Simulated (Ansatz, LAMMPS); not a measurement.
# Elastic response of glassy 96B2O3-4CaO (mol %) (117 atoms)

How stiff is glassy 96B2O3-4CaO (mol %) (117 atoms), and how do its levels respond to strain?

Calculated with Ansatz 0.2.0; Kohn-Sham DFT, PBE, PAW (set soft_2), plane waves.

### Step 1. The system as given

The cell holds 117 atoms: 46 B, 1 Ca and 70 O. Its edges and angles: a = 11.112 Å, b = 11.112 Å, c = 11.112 Å, α = 90.0°, β = 90.0°, γ = 90.0°. 117 atoms (46 B, 1 Ca, 70 O) placed at random at 1.97 g/cm³, melted at 3000 K for 20 ps at fixed volume with the Buckingham and Coulomb pair potential of Guillot and Sator (Geochim. Cosmochim. Acta 71, 1249 (2007)) with the boron terms of Wang et al. (J. Non-Cryst. Solids 498, 294 (2018)). Quenched from 3000 K to 300 K at 10 K/ps and fixed volume, held 10 ps at zero pressure, then minimised at fixed cell.

Limits known from the start: The quench rate of 10 K/ps is orders of magnitude faster than experiment, which tends to freeze in extra defects. The network of bonds at the start is that of the classical potential that made the cell, and needn't be the one that DFT or experiment would give. Sampling is at Γ alone.

### Step 2. Single point at the start

A single point comes first, to see the forces before anything moves.

input.yaml reads:

```yaml
crystal:
  lattice:
    - [11.11222, 0.0, 0.0]
    - [0.0, 11.11222, 0.0]
    - [0.0, 0.0, 11.11222]
  atoms:
    - { symbol: B, position: [0.89032, 0.89958, 0.7435] }
    - { symbol: B, position: [0.6633, 0.3345, 0.38705] }
    - { symbol: B, position: [0.1092, 0.6864, 0.04709] }
    - { symbol: B, position: [0.42477, 0.77879, 0.33234] }
    - { symbol: B, position: [0.06341, 0.2702, 0.29954] }
    - { symbol: B, position: [0.70842, 0.55198, 0.18293] }
    - { symbol: B, position: [0.46309, 0.22124, 0.9371] }
    - { symbol: B, position: [0.2404, 0.63543, 0.4152] }
    - { symbol: B, position: [0.51843, 0.45418, 0.86425] }
    - { symbol: B, position: [0.43903, 0.74375, 0.00385] }
    - { symbol: B, position: [0.2287, 0.19641, 0.96516] }
    - { symbol: B, position: [0.65237, 0.32355, 0.12343] }
    - { symbol: B, position: [0.12341, 0.96585, 0.34874] }
    - { symbol: B, position: [0.15264, 0.90263, 0.58966] }
    - { symbol: B, position: [0.46429, 0.17269, 0.18089] }
    - { symbol: B, position: [0.50013, 0.00876, 0.84136] }
    - { symbol: B, position: [0.76396, 0.18227, 0.78486] }
    - { symbol: B, position: [0.8645, 0.44377, 0.46927] }
    - { symbol: B, position: [0.76858, 0.94971, 0.16724] }
    - { symbol: B, position: [0.3517, 0.20423, 0.57582] }
    - { symbol: B, position: [0.44487, 0.43225, 0.43416] }
    - { symbol: B, position: [0.17213, 0.65913, 0.64961] }
    - { symbol: B, position: [0.32459, 0.59106, 0.12417] }
    - { symbol: B, position: [0.29482, 0.1356, 0.34357] }
    - { symbol: B, position: [0.08015, 0.88457, 0.90776] }
    - { symbol: B, position: [0.9533, 0.81861, 0.24931] }
    - { symbol: B, position: [0.95105, 0.29241, 0.63592] }
    - { symbol: B, position: [0.67866, 0.6147, 0.95569] }
    - { symbol: B, position: [0.8286, 0.05396, 0.97179] }
    - { symbol: B, position: [0.65762, 0.70276, 0.37491] }
    - { symbol: B, position: [0.73887, 0.66009, 0.59408] }
    - { symbol: B, position: [0.67439, 0.83077, 0.83313] }
    - { symbol: B, position: [0.02182, 0.15902, 0.09454] }
    - { symbol: B, position: [0.95452, 0.52625, 0.94897] }
    - { symbol: B, position: [0.36075, 0.62961, 0.80894] }
    - { symbol: B, position: [0.75228, 0.10247, 0.35908] }
    - { symbol: B, position: [0.44801, 0.93219, 0.1515] }
    - { symbol: B, position: [0.87862, 0.06623, 0.56902] }
    - { symbol: B, position: [0.57663, 0.26053, 0.66247] }
    - { symbol: B, position: [0.25947, 0.98053, 0.78149] }
    - { symbol: B, position: [0.27015, 0.40829, 0.27322] }
    - { symbol: B, position: [0.81761, 0.33327, 0.94925] }
    - { symbol: B, position: [0.17384, 0.26482, 0.73058] }
    - { symbol: B, position: [0.01492, 0.59637, 0.33903] }
    - { symbol: B, position: [0.5615, 0.50201, 0.62149] }
    - { symbol: B, position: [0.94755, 0.59251, 0.70998] }
    - { symbol: Ca, position: [0.13669, 0.42415, 0.52236] }
    - { symbol: O, position: [0.16254, 0.34368, 0.27021] }
    - { symbol: O, position: [0.73192, 0.59969, 0.06858] }
    - { symbol: O, position: [0.32987, 0.42233, 0.38492] }
    - { symbol: O, position: [0.84432, 0.85475, 0.19933] }
    - { symbol: O, position: [0.22086, 0.65709, 0.09645] }
    - { symbol: O, position: [0.74742, 0.416, 0.43372] }
    - { symbol: O, position: [0.05983, 0.3048, 0.69793] }
    - { symbol: O, position: [0.18356, 0.94949, 0.87685] }
    - { symbol: O, position: [0.04211, 0.90512, 0.27431] }
    - { symbol: O, position: [0.77936, 0.84421, 0.76495] }
    - { symbol: O, position: [0.7337, 0.29149, 0.03309] }
    - { symbol: O, position: [0.93166, 0.56744, 0.83217] }
    - { symbol: O, position: [0.19886, 0.06018, 0.3125] }
    - { symbol: O, position: [0.25014, 0.64088, 0.75303] }
    - { symbol: O, position: [0.73452, 0.02848, 0.25906] }
    - { symbol: O, position: [0.85233, 0.63509, 0.64044] }
    - { symbol: O, position: [0.82064, 0.06347, 0.45757] }
    - { symbol: O, position: [0.42978, 0.52376, 0.80656] }
    - { symbol: O, position: [0.942, 0.51234, 0.39754] }
    - { symbol: O, position: [0.47021, 0.21268, 0.6162] }
    - { symbol: O, position: [0.97913, 0.89386, 0.83304] }
    - { symbol: O, position: [0.54214, 0.75201, 0.36736] }
    - { symbol: O, position: [0.90036, 0.1781, 0.62396] }
    - { symbol: O, position: [0.48258, 0.05173, 0.15149] }
    - { symbol: O, position: [0.08466, 0.80086, 0.00145] }
    - { symbol: O, position: [0.26268, 0.2648, 0.6415] }
    - { symbol: O, position: [0.97282, 0.69849, 0.28029] }
    - { symbol: O, position: [0.47231, 0.50609, 0.53218] }
    - { symbol: O, position: [0.66308, 0.72794, 0.9049] }
    - { symbol: O, position: [0.00151, 0.20968, 0.20814] }
    - { symbol: O, position: [0.7583, 0.98054, 0.04567] }
    [... 33 atom lines left out ...]
    - { symbol: O, position: [0.40051, 0.7199, 0.88709] }
    - { symbol: O, position: [0.13727, 0.16898, 0.04558] }
    - { symbol: O, position: [0.69435, 0.62679, 0.28195] }
    - { symbol: O, position: [0.49595, 0.33544, 0.89707] }
    - { symbol: O, position: [0.52475, 0.11924, 0.89743] }
    - { symbol: O, position: [0.23647, 0.62256, 0.53944] }
kpoints:
  mp_grid: { grid: [1, 1, 1] }
hamiltonian:
  xc: pbe
scf:
  occupations: { method: fixed }
output:
  forces: true
```

On the command line:

```sh
> ansatz run input.yaml --threads 4 --pin off --max-ram 8192MiB --backend cpu --events-out ev --progress --plain --runs-dir out
```

Log:

```text
[...]
Pseudopotentials: kind: paw
Pseudopotential: B, paw, valence charge 3, recommended cutoff 420 eV (normal), B.paw.azcp
Pseudopotential: Ca, paw, valence charge 10, recommended cutoff 420 eV (normal), Ca.paw.azcp
Pseudopotential: O, paw, valence charge 6, recommended cutoff 420 eV (normal), O.paw.azcp
[... 5 lines on functional and potentials left out ...]
Crystal: 117 atoms, lattice volume = 1372.153 Å³
Basis set: ecut = 420 eV, 26865 PW (Γ), exchange–correlation on 150×150×150 points (8 copies of the dense FFT grid, shifted against one another)
Bands: 401, of which v1, the nominal top of the filled ones, is band 284 counted from 1 (283 counted from 0)
Symmetry: 1 space group operations
Space group: P1 (ITA 1), of the structure as read, at distance tolerance 1.1e-4 Å
k-points: 1
[... 7 lines on functional and potentials left out ...]
Initial density: superposition of atomic densities (neutral atoms: chi_scale 0, normalization atom), corrected by the library's trained network
Initial wavefunctions: pseudopotential atomic-orbital guess
[...]
SCF iter   1: F=—  HF=-48797.710170 eV  |F-HF|=—  |Δ(HF+E_count)|=         —  Δρ=4.23e-3  dr2=2.31e-1  ethr=1.77e-3  ⟨swp⟩=6.0  Hψ=1277  notcnv=0  defer=115
preconditioner: auto → Resta (q_TF=auto, 2.355 Å⁻¹)  ε∞=3.0  [insulator: Δε(μ)=4.250 eV  Ē_g=16.899 eV  n_scr=304 (ndim 8)  ℏωp=23.8 eV  f_vac=0.187  ε∞_Penn≈3.0]
SCF iter   2: F=—  HF=-48797.699272 eV  |F-HF|=—  |Δ(HF+E_count)|=   1.09e-2  Δρ=2.02e-3  dr2=4.00e-2  ethr=4.07e-5  ⟨swp⟩=3.0  Hψ=597  notcnv=0  defer=115
SCF iter   3: F=—  HF=-48797.704557 eV  |F-HF|=—  |Δ(HF+E_count)|=   5.29e-3  Δρ=8.06e-4  dr2=1.05e-2  ethr=7.03e-6  ⟨swp⟩=4.0  Hψ=505  notcnv=0  defer=85
automatic band count: iteration 3 solves 371 bands in place of 401: the levels show a gap, and the empty bands left out lie too high to hold charge; the band table lists the bands solved (type scf.n_extra_bands for more)
SCF iter   4: F=—  HF=-48797.704792 eV  |F-HF|=—  |Δ(HF+E_count)|=   2.35e-4  Δρ=2.72e-4  dr2=1.02e-3  ethr=1.84e-6  ⟨swp⟩=3.0  Hψ=507  notcnv=0  defer=85
SCF iter   5: F=—  HF=-48797.704753 eV  |F-HF|=—  |Δ(HF+E_count)|=   3.92e-5  Δρ=1.26e-4  dr2=2.02e-4  ethr=1.79e-7  ⟨swp⟩=3.0  Hψ=503  notcnv=0  defer=85
SCF iter   6: F=—  HF=-48797.704753 eV  |F-HF|=—  |Δ(HF+E_count)|=   2.64e-7  Δρ=4.98e-5  dr2=3.10e-5  ethr=3.56e-8  ⟨swp⟩=3.0  Hψ=503  notcnv=0  defer=85
SCF iter   7: F=—  HF=-48797.702244 eV  |F-HF|=—  |Δ(HF+E_count)|=   2.51e-3  Δρ=1.69e-5  dr2=3.76e-6  ethr=5.45e-9  ⟨swp⟩=3.0  Hψ=585  notcnv=0  defer=85
SCF iter   8: F=—  HF=-48797.702244 eV  |F-HF|=—  |Δ(HF+E_count)|=   2.05e-8  Δρ=4.84e-6  dr2=4.20e-7  ethr=6.62e-10  ⟨swp⟩=3.0  Hψ=557  notcnv=0  defer=85
SCF iter   9: F=-48797.702243 eV  HF=-48797.702244 eV  |F-HF|=7.88e-8  |Δ(HF+E_count)|=   9.72e-8  Δρ=2.65e-6  dr2=8.97e-8  ethr=1.76e-11  ⟨swp⟩=5.0  Hψ=1122  notcnv=0
SCF 1 converged in 9 iterations: F = -48797.702243 eV  dr2 = 8.97e-8
[...]
SCF converged after 9 iterations
Free energy (F): -48797.702243 eV
Harris-Foulkes:  -48797.702244 eV  (|F-HF|=7.88e-8)
Internal energy: -48797.702243 eV  (E = F + TS)
E sigma→0 (E₀):  -48797.702243 eV
Fermi energy:    2.307448 eV
--- Per-component energies (eV) ---
[...]
Σ components = -48797.702243   (vs F -48797.702243, Δ=0.00e0)
--- Forces (eV/Å), atoms counted from 1 ---
  atom   1  B     -0.16063633     0.76812190     0.85561357
  atom   2  B      0.35568281    -0.10433315     1.18220816
  atom   3  B      0.62625285    -0.59241716    -1.61868698
  atom   4  B      0.86024168    -0.49735619    -0.99052639
[...]
atom 117  O      0.72850301    -0.78223229    -1.61111855
  max |Σ_I F_I| component: 2.80e-5 eV/Å
```

Elapsed: 5.3 s, on 4 threads of Intel Xeon 6975P-C (Granite Rapids), shared host; peak memory 1.7 GiB.

The r.m.s. force at the start is 0.71 eV/Å.

[end of part 1 of 5]

[Long decimals in the printed logs are rounded to 6 places.]

[Logs are printed without paths, hosts, clocks, repeated set-up lines and the standing remarks that a program may print on its own settings, such as how far it seeks lower states.]

[Hosts, paths, dates, database ids (printed as entryN), source tags and the programs' standing remarks are cut or masked in the printed files.]
